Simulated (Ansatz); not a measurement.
# Where V_N puts its levels in the gap of AlN (P6_3mc)

Wanted: the transition levels of a vacancy in AlN (P6_3mc), from a cell of 128 host atoms with 1 N taken out.

Program: Ansatz 0.2.0. Level of theory: place-levels on HSE06 runs: charge-transition levels and formation energies with image-charge correction and potential alignment at the atomic sites; PAW set soft_1. Results are calculated unless marked as measured.

## 1. Starting point

The cell holds 127 atoms: 64 Al and 63 N. Cell: a = 14.686 Å, b = 14.686 Å, c = 11.753 Å, α = 125.1°, β = 125.1°, γ = 94.5°. It derives from AlN (space group P6_3mc). Nearest the centre at fractional (0.554, 0.637, 0.750): Al117 at 1.89 Å, Al102 at 1.89 Å, Al55 at 1.89 Å, Al51 at 1.90 Å, N126 at 3.07 Å, N94 at 3.07 Å, N124 at 3.07 Å, N112 at 3.07 Å.

Screening for the image-charge correction: ε∞ = (4.49, 4.49, 4.72), ε0 = (8.15, 8.15, 9.65), computed on the host (DFPT, PBEsol, on the r2SCAN cell), and a cell off the functional's own equilibrium shifts the ionic part.

The cell's shortest repeat is 11.8 Å.

## 2. What was run first

A transition level is the Fermi level at which two charge states cost the same, so each charge needs its own total energy, at its own relaxed structure.

Random displacements of about 0.04 Å break the site symmetry at the start, so that the relaxation can reach a distorted minimum if there is one. Forces are taken at one point at (¼, ¼, ¼). The cell holds 1 electron fewer than the neutral one, with a uniform background that keeps it neutral on the whole.

One state's input; the others differ in charge, spin, start and seed, and in occupations where the table says so.

The input, qp1.relax/input.yaml:

```yaml
crystal:
  lattice:
    - [-4.670411, 2.69646299, 4.98367666]
    - [4.670411, -2.69646299, 4.98367666]
    - [1.55680363, 2.69646305, -4.98367666]
  atoms:
    - { symbol: Al, position: [0.416184, 0.08285, 0.0] }
    - { symbol: Al, position: [0.416184, 0.58285, 0.5] }
    - { symbol: Al, position: [0.916184, 0.08285, 0.5] }
    - { symbol: Al, position: [0.916184, 0.58285, 0.0] }
    - { symbol: Al, position: [0.33285, 0.166184, 0.5] }
    - { symbol: Al, position: [0.33285, 0.666184, 0.0] }
    - { symbol: Al, position: [0.83285, 0.166184, 0.0] }
    - { symbol: Al, position: [0.83285, 0.666184, 0.5] }
    - { symbol: "N", position: [0.10715, 0.273816, 0.5] }
    - { symbol: "N", position: [0.10715, 0.773816, 0.0] }
    - { symbol: "N", position: [0.60715, 0.273816, 0.0] }
    - { symbol: "N", position: [0.60715, 0.773816, 0.5] }
    - { symbol: "N", position: [0.023816, 0.35715, 0.0] }
    - { symbol: "N", position: [0.023816, 0.85715, 0.5] }
    - { symbol: "N", position: [0.523816, 0.35715, 0.5] }
    - { symbol: "N", position: [0.523816, 0.85715, 0.0] }
  supercell: [2, 2, 2]
  defects: [{ vacancy: 120 }]
total_charge: 1
basis:
  ecutwfc: 420
  xc_grid: 2
hamiltonian:
  xc: pbesol
  pseudopotentials: { kind: paw, azcp: { folder: soft_1 }, xc_functional: pbe }
kpoints:
  mp_grid: { grid: [1, 1, 1], shift: [0.25, 0.25, 0.25] }
scf:
  occupations: { method: fixed }
  max_iter: 60
output:
  forces: true
  charged_corrections:
    epsilon: [4.49, 4.49, 4.72]
    static_epsilon: [8.15, 8.15, 9.65]
    defect_position: [0.553575, 0.636908, 0.75]
relax:
  f_tol: 0.02
  max_steps: 60
  random_displacement: { amplitude: 0.04, seed: 7696 }
checkpoint:
  write: "../qp1.relax.run"
  compress: false
  write_wavefunctions: true
  write_every: 100000
```

Command:

```sh
$ ansatz run input.yaml --threads 8 --pin off --max-ram 18841MiB --backend cpu --events-out ev --progress --plain --runs-dir out
```

Exact exchange opens the gap and lessens the self-interaction that spreads bound carriers; this run is a single point, since a relaxation would cost many times more.

The run of this state that the levels use, under HSE06:

The input, qp1.hybq/input.yaml:

```yaml
crystal:
  checkpoint: "../qp1.relax.run"
  host: checkpoint
total_charge: 1
basis:
  ecutwfc: 420
  xc_grid: 2
hamiltonian:
  xc: hse06
  pseudopotentials: { kind: paw, azcp: { folder: soft_1 } }
kpoints:
  mp_grid: { grid: [1, 1, 1], shift: [0.25, 0.25, 0.25] }
scf:
  occupations: { method: fixed }
  max_iter: 60
output:
  forces: true
  charged_corrections:
    epsilon: [4.49, 4.49, 4.72]
    static_epsilon: [8.15, 8.15, 9.65]
    defect_position: [0.553575, 0.636908, 0.75]
  eigenvalues: true
checkpoint:
  read: "../qp1.relax.run"
  write: "../qp1.hybq.run"
  compress: false
  write_wavefunctions: false
  write_every: 100000
```

Relaxations under PBEsol at one point at (¼, ¼, ¼); times on 8 threads of Arm Neoverse V1, shared host:

| charge | moment (μB) | occupations | outcome | steps | largest displacement against the far atoms (Å) | time |
| --- | --- | --- | --- | --- | --- | --- |
| 0 | 1 | fixed | converged | 13 | 0.11 | 6.7 min |
| +1 | 0 | fixed | converged | 5 | 0.09 | 73 s |

Single points under HSE06 at one point at (¼, ¼, ¼); times on 8 threads of Arm Neoverse V1, shared host:

| charge | moment (μB) | occupations | outcome | time |
| --- | --- | --- | --- | --- |
| 0 | 1 | fixed | converged | 20 min |
| +1 | 0 | fixed | converged | 7.9 min |

Distances (Å) from the ideal centre to the nearest atoms after relaxation with PBEsol:

| charge | moment (μB) | 1. | 2. | 3. | 4. | 5. | 6. |
| --- | --- | --- | --- | --- | --- | --- | --- |
| 0 | 1 | Al 1.81 | Al 1.85 | Al 1.90 | Al 1.90 | N 3.00 | N 3.02 |
| +1 | 0 | Al 1.93 | Al 1.93 | Al 1.94 | Al 1.99 | N 3.05 | N 3.06 |

## 3. Levels against the band edges, PBEsol, the zone centre alone

PBEsol is run to see how far the result rests on the functional, though not on the errors that semilocal functionals share; the sampling changes too, to the zone centre alone, so differences hold both changes.

The input, qp1.gamma/input.yaml:

```yaml
crystal:
  checkpoint: "../qp1.relax.run"
  host: checkpoint
total_charge: 1
basis:
  ecutwfc: 420
  xc_grid: 2
hamiltonian:
  xc: pbesol
  pseudopotentials: { kind: paw, azcp: { folder: soft_1 }, xc_functional: pbe }
kpoints:
  mp_grid: { grid: [1, 1, 1] }
scf:
  occupations: { method: fixed }
  max_iter: 60
output:
  forces: true
  charged_corrections:
    epsilon: [4.49, 4.49, 4.72]
    static_epsilon: [8.15, 8.15, 9.65]
    defect_position: [0.553575, 0.636908, 0.75]
  eigenvalues: true
checkpoint:
  read: "../qp1.relax.run"
  write: "../qp1.gamma.run"
  compress: false
  write_wavefunctions: false
  write_every: 100000
```

Wall time 10 s (8 threads of Arm Neoverse V1, shared host); peak memory 1.9 GiB; 74 s of CPU time.

The input, levels.gamma.yaml:

```yaml
host:
  run: host.gamma.run
states: [q0_M1.gamma.run, qp1.gamma.run]
geometry_from:
  q0_M1.gamma.run: q0_M1.relax.run
  qp1.gamma.run: qp1.relax.run
  host.gamma.run: host.relax.run
chemical_potentials:
  "N":
    energy: -378.476431
    dataset: "<sha256 of the dataset>"
```

Command:

```sh
$ ansatz place-levels levels.gamma.yaml -- --threads 8 --pin off --max-ram 18841MiB
```

Numbers of over 12 decimals in the logs are rounded to 6 here.

Log:

```text
(+1/0) 3.382 eV above the valence edge, 0.709 eV under the conduction edge
formation energy of charge +1: +2.468 eV with the Fermi level at the valence edge
formation energy of charge 0: +5.850 eV with the Fermi level at the valence edge
  edges by pbesol, gap 4.091 eV; the host is sampled to repeats of 11.75 Å
[... the lines on each state left out ...]
```

Elapsed: 0.18 s, on 8 threads.

Under PBEsol the gap is 4.09 eV, (+1/0) 3.38 eV.

## 4. Levels against the band edges, PBEsol, one point at (¼, ¼, ¼)

The energy is taken again at one point at (¼, ¼, ¼), on the same structure.

qp1.quarter/input.yaml, as its differences from qp1.gamma/input.yaml of step 3:

```diff
@@ -11,3 +11,3 @@
 kpoints:
-  mp_grid: { grid: [1, 1, 1] }
+  mp_grid: { grid: [1, 1, 1], shift: [0.25, 0.25, 0.25] }
 scf:
@@ -22,5 +22,7 @@
   eigenvalues: true
+  eigenstates: { localisation: true }
+  populations: true
 checkpoint:
   read: "../qp1.relax.run"
-  write: "../qp1.gamma.run"
+  write: "../qp1.quarter.run"
   compress: false
```

The job ended after 19 s (8 threads; peak memory 2.8 GiB).

The input, levels.quarter.yaml:

```yaml
host:
  run: host.quarter.run
states: [q0_M1.quarter.run, qp1.quarter.run]
geometry_from:
  q0_M1.quarter.run: q0_M1.relax.run
  qp1.quarter.run: qp1.relax.run
  host.quarter.run: host.relax.run
chemical_potentials:
  "N":
    energy: -378.476431
    dataset: "<sha256 of the dataset>"
```

Command:

```sh
$ ansatz place-levels levels.quarter.yaml -- --threads 8 --pin off --max-ram 18841MiB
```

Log:

```text
(+1/0) 3.325 eV above the valence edge, 0.773 eV under the conduction edge
formation energy of charge +1: +2.712 eV with the Fermi level at the valence edge
formation energy of charge 0: +6.038 eV with the Fermi level at the valence edge
  edges by pbesol, gap 4.098 eV; the host is sampled to repeats of 12.45 Å
[... the lines on each state left out ...]
```

It took 0.19 s on 8 threads.

Under PBEsol the gap is 4.10 eV, (+1/0) 3.33 eV; the stage before (PBEsol, at other k-points) gave a gap of 4.09 eV and levels within 0.06 eV of these.

## 5. place-levels, PBEsol, a 2×2×2 shifted mesh

The energy is taken again at a 2×2×2 shifted mesh, on the same structure.

qp1.mesh/input.yaml, as its differences from qp1.quarter/input.yaml of step 4:

```diff
@@ -11,3 +11,3 @@
 kpoints:
-  mp_grid: { grid: [1, 1, 1], shift: [0.25, 0.25, 0.25] }
+  mp_grid: { grid: [2, 2, 2], shift: [0.5, 0.5, 0.5] }
 scf:
@@ -22,7 +22,5 @@
   eigenvalues: true
-  eigenstates: { localisation: true }
-  populations: true
 checkpoint:
   read: "../qp1.relax.run"
-  write: "../qp1.quarter.run"
+  write: "../qp1.mesh.run"
   compress: false
```

Wall time 94 s (8 threads); peak memory 8.7 GiB.

The input, levels.mesh.yaml:

```yaml
host:
  run: host.mesh.run
states: [q0_M1.mesh.run, qp1.mesh.run]
geometry_from:
  q0_M1.mesh.run: q0_M1.relax.run
  qp1.mesh.run: qp1.relax.run
  host.mesh.run: host.relax.run
chemical_potentials:
  "N":
    energy: -378.476431
    dataset: "<sha256 of the dataset>"
```

Command:

```sh
$ ansatz place-levels levels.mesh.yaml -- --threads 8 --pin off --max-ram 18841MiB
```

Log:

```text
(+1/0) 3.332 eV above the valence edge, 0.764 eV under the conduction edge
formation energy of charge +1: +2.665 eV with the Fermi level at the valence edge
formation energy of charge 0: +5.997 eV with the Fermi level at the valence edge
  edges by pbesol, gap 4.097 eV; the host is sampled to repeats of 24.91 Å
[... the lines on each state left out ...]
```

The job ended after 0.2 s (8 threads).

Under PBEsol the gap is 4.10 eV, (+1/0) 3.33 eV; the stage before (PBEsol, at other k-points) gave a gap of 4.10 eV and levels within 0.01 eV of these.

## 6. Levels against the band edges, HSE06, the zone centre alone

Exact exchange opens the gap and lessens the self-interaction that spreads bound carriers; this run is a single point, since a relaxation would cost many times more.

The input, qp1.hyb/input.yaml:

```yaml
crystal:
  checkpoint: "../qp1.relax.run"
  host: checkpoint
total_charge: 1
basis:
  ecutwfc: 420
  xc_grid: 2
hamiltonian:
  xc: hse06
  pseudopotentials: { kind: paw, azcp: { folder: soft_1 } }
kpoints:
  mp_grid: { grid: [1, 1, 1] }
scf:
  occupations: { method: fixed }
  max_iter: 60
output:
  forces: true
  charged_corrections:
    epsilon: [4.49, 4.49, 4.72]
    static_epsilon: [8.15, 8.15, 9.65]
    defect_position: [0.553575, 0.636908, 0.75]
  eigenvalues: true
  eigenstates: { localisation: true }
  populations: true
checkpoint:
  read: "../qp1.relax.run"
  write: "../qp1.hyb.run"
  compress: false
  write_wavefunctions: false
  write_every: 100000
```

Run time: 3 min. Hardware: 8 threads; peak memory 4.6 GiB.

The input, levels.hyb.yaml:

```yaml
host:
  run: host.hyb.run
states: [q0_M1.hyb.run, qp1.hyb.run]
geometry_from:
  q0_M1.hyb.run: q0_M1.relax.run
  qp1.hyb.run: qp1.relax.run
  host.hyb.run: host.relax.run
chemical_potentials:
  "N":
    energy: -383.845817
    dataset: "<sha256 of the dataset>"
```

Command:

```sh
$ ansatz place-levels levels.hyb.yaml -- --threads 8 --pin off --max-ram 18841MiB
```

Log:

```text
(+1/0) 4.292 eV above the valence edge, 1.260 eV under the conduction edge
formation energy of charge +1: +1.850 eV with the Fermi level at the valence edge
formation energy of charge 0: +6.142 eV with the Fermi level at the valence edge
  edges by hse06, gap 5.552 eV; the host is sampled to repeats of 11.75 Å
[... the lines on each state left out ...]
```

Elapsed: 0.21 s, on 8 threads.

Under HSE06 the gap is 5.55 eV, (+1/0) 4.29 eV; the stage before (PBEsol, at other k-points) gave a gap of 4.10 eV and levels within 0.96 eV of these.

## 7. Levels against the band edges, HSE06, one point at (¼, ¼, ¼)

A charged cell interacts with its images and the background, and its potential has another zero than the host's. place-levels removes the first by a point-charge model, screened by the static dielectric constant since the ions have relaxed around the charge, and the second by comparing potentials at atoms far from the defect.

The host is a run of the defect-free crystal in the same cutoffs, grids and k-points, so that basis and sampling errors cancel in part in the differences. The host is run in a cell of 16 atoms on a matching mesh. Its band edges are searched through the zone by a band path, so the gap is smaller than, or equal to, that on the mesh. Chemical potentials are energies per atom of N (N2 molecule), run with the same functional and cutoff.

The input, levels.hybq.yaml:

```yaml
host:
  run: host.hybq.run
states: [q0_M1.hybq.run, qp1.hybq.run]
geometry_from:
  q0_M1.hybq.run: q0_M1.relax.run
  qp1.hybq.run: qp1.relax.run
  host.hybq.run: host.relax.run
chemical_potentials:
  "N":
    energy: -383.845817
    dataset: "<sha256 of the dataset>"
```

Command:

```sh
$ ansatz place-levels levels.hybq.yaml -- --threads 8 --pin off --max-ram 18841MiB
```

Log:

```text
(+1/0) 4.238 eV above the valence edge, 1.299 eV under the conduction edge
formation energy of charge +1: +2.059 eV with the Fermi level at the valence edge
formation energy of charge 0: +6.298 eV with the Fermi level at the valence edge
  edges by hse06, gap 5.537 eV; the host is sampled to repeats of 12.45 Å
  the defect's cells are sampled to repeats of 12.45 Å, like sampling
  charge +1: -58802.6590 eV with its correction of +0.156 eV, at epsilon [8.15, 8.15, 9.65], aligned at sites: -0.0615 eV, mean over 48 atomic sites at or beyond 5.88 Å from the defect at [0.5536, 0.6369, 0.7500], with -0.001912 for the charge's moments and [...]
  charge 0: +0.000 eV for its dipole among its images, +0.000 omitted
  of the host: (host) hybrid's levels can ripple along a path where its exchange mesh is coarse, and an extremum then takes the crest, of which none of its warnings tells: converge the edges in the exchange mesh (kpoints.mp_grid)
  of states[1] (qp1.hybq.run): how wide its charge is, is not read beside other atoms or cores, and a band state would take no correction. [...]
  of states[0] (q0_M1.hybq.run): stability_check_not_made
```

Wall time 0.21 s (8 threads).

Under HSE06 the gap is 5.54 eV, (+1/0) 4.24 eV; the stage before (HSE06, at other k-points) gave a gap of 5.55 eV and levels within 0.05 eV of these.

Levels between the charges placed, in eV above the valence top:

|  | gap (eV) | (+1/0) |
| --- | --- | --- |
| HSE06 | 5.54 | 4.24 |

Corrections by state:

| charge | moment (μB) | image terms and alignment (eV) | band filling (eV) | ε used | over the lowest of its charge, as the program ranks them, band filling apart (eV) |
| --- | --- | --- | --- | --- | --- |
| +1 | 0.0 | 0.156 | - | principal values (8.15, 8.15, 9.65) | 0.000 |
| 0 | 1.0 | 0.000 | - | - | 0.000 |

From the program's caveats on the states, each cut to its opening words:

- charge +1: how wide its charge is, is not read beside other atoms or cores, and a band state would take no correction
- charge 0 (1 μB): flagged: stability check not made

Chemical potentials of the elements' reference phases, run alike. Formation energy by charge state (elemental references; gap 5.54 eV):

| charge | at valence top (eV) | at conduction bottom (eV) | correction included (eV) |
| --- | --- | --- | --- |
| +1 | 2.06 | 7.60 | 0.16 |
| 0 | 6.30 | 6.30 | 0.00 |

| Fermi level (eV) | lowest formation energy (eV) |
| --- | --- |
| 0.00 | 2.06 |
| 0.50 | 2.56 |
| 1.01 | 3.07 |
| 1.51 | 3.57 |
| 2.01 | 4.07 |
| 2.51 | 4.57 |
| 3.02 | 5.08 |
| 3.53 | 5.58 |
| 4.03 | 6.09 |
| 4.53 | 6.30 |
| 5.03 | 6.30 |
| 5.54 | 6.30 |

## 8. Side by side

Levels between neighbouring charges, in eV above each run's own valence top:

|  | gap (eV) | (+1/0) | CPU time a state at this stage (restarts are quicker than cold starts) |
| --- | --- | --- | --- |
| PBEsol, zone centre alone | 4.09 | 3.38 | 2.1 min |
| PBEsol, (¼, ¼, ¼) | 4.10 | 3.33 | 3.9 min |
| PBEsol, 2×2×2 shifted mesh | 4.10 | 3.33 | 21 min |
| HSE06 on PBEsol structures, zone centre alone | 5.55 | 4.29 | 42 min |
| HSE06 on PBEsol structures, (¼, ¼, ¼) | 5.54 | 4.24 | 1.8 h |

## 9. Summary of results

| Quantity | Value |
| --- | --- |
| gap of the host | 5.54 eV (HSE06) |
| level (plus 1/0) | 4.24 eV above the valence top |
| lowest of the charges placed, just above the valence top (0.02 eV) | +1 |
| lowest of the charges placed, just below the conduction bottom (0.02 eV) | 0 |
| lowest formation energy at mid-gap of the charges run, elemental references | 4.83 eV |

Of the charges placed (0 and +1), the lowest changes at 4.24 eV (+1/0) above the valence top, in a gap of 5.54 eV. Charges above +1 and below 0 were not placed, so these runs say nothing of levels that involve them. States placed: +1 at 0 μB; 0 at 1 μB. Other spin states or structures, where not listed, weren't placed. Under HSE06, the change of sampling (the zone centre alone against one point at (¼, ¼, ¼)) moves a level by 0.05 eV, which is the scale of doubt on levels at the coarser sampling. Under PBEsol, the change of sampling (the zone centre alone against one point at (¼, ¼, ¼)) moves a level by 0.06 eV, which is the scale of doubt on levels at the coarser sampling. Limits: one k-point off the zone centre stands for the whole zone; where a gas molecule sets a chemical potential or the host's formation energy, its binding is uncorrected; the structures are those of PBEsol; force components of up to 0.20 eV/Å remain in a run at the final settings.

[Logs are printed without paths, hosts, clocks, repeated set-up lines and the standing remarks that a program may print on its own settings, such as how far it seeks lower states.]

[Hosts, paths, dates, database ids (printed as entryN), source tags and the programs' standing remarks are cut or masked in the printed files.]

[Where a table of states has a column of steps, it counts the stored structures, which are thinned; the runs took as many ionic steps or more.]

[A defect's name tells the site on which it was built; relaxed atoms can leave that site.]

[For some hosts the program warned that the k-mesh of the response run may be too coarse for force constants and the static dielectric constant; such warnings are not shown here.]
